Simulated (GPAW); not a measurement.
## GaP (F-43m): how ε∞ follows the gap

The empty bands of GaP (F-43m) are shifted up rigidly by Δ, and ε∞ is computed for each shift.

Cell: a, b, c = 3.854, 3.854, 3.854 Å (primitive vectors), 2 atoms.

Method: GPAW 26.7.0, LDA, RPA, k-mesh 11×11×11, local fields up to 50 eV, Lorentzian half width 0.15 eV.

Launch of the response step: `OMP_NUM_THREADS=1 python df.py`. The series took 1.9 min in all, its band step included, on 1 thread of Arm Neoverse N1 (shared host).

| Δ (eV) | ε∞ |
| --- | --- |
| 0.00 | 10.440 |
| 0.40 | 9.615 |
| 0.80 | 8.935 |
| 1.20 | 8.362 |
| 1.60 | ? |
| 2.00 | 7.451 |

With one effective transition at E₀ and fixed dipole strength, ε∞ − 1 = A/(E₀ + Δ), so 1/(ε∞ − 1) is linear in Δ.

Working, on the rows shown:

| x = Δ (eV) | y = 1/(ε∞ − 1) |
| --- | --- |
| 0 | 0.105932 |
| 0.4 | 0.116077 |
| 0.8 | 0.126024 |
| 1.2 | 0.135833 |
| 2 | 0.155015 |

Means: x̄ = 0.88, ȳ = 0.12778. Σ(x − x̄)(y − ȳ) = 0.05806, Σ(x − x̄)² = 2.368. Slope = 0.05806 / 2.368 = 0.02452; intercept = ȳ − slope · x̄ = 0.1062. Turned back into ε∞, the line misses the rows shown by at most 0.024.

What does the fit predict for the withheld row, and how well does it do?

At x = 1.6 the line gives y = 0.14543, that is 7.876. The run gave 7.873, so the interpolation is off by 0.0031, 0.1 % of the range in the table.

Refitted with all rows, the slope is 0.02453 and the intercept 0.1062. These give E₀ = intercept/slope = 4.3 eV, far above the least direct gap of 1.69 eV: most of the screening comes from transitions well over the edge. Over the first step ε∞ falls by 20 % per eV. Excitons are left out; LDA gaps are as a rule too small. The values come from a sum over the points of one k-mesh and carry its error, which grows as the direct gap shrinks. Spin-orbit coupling is left out.
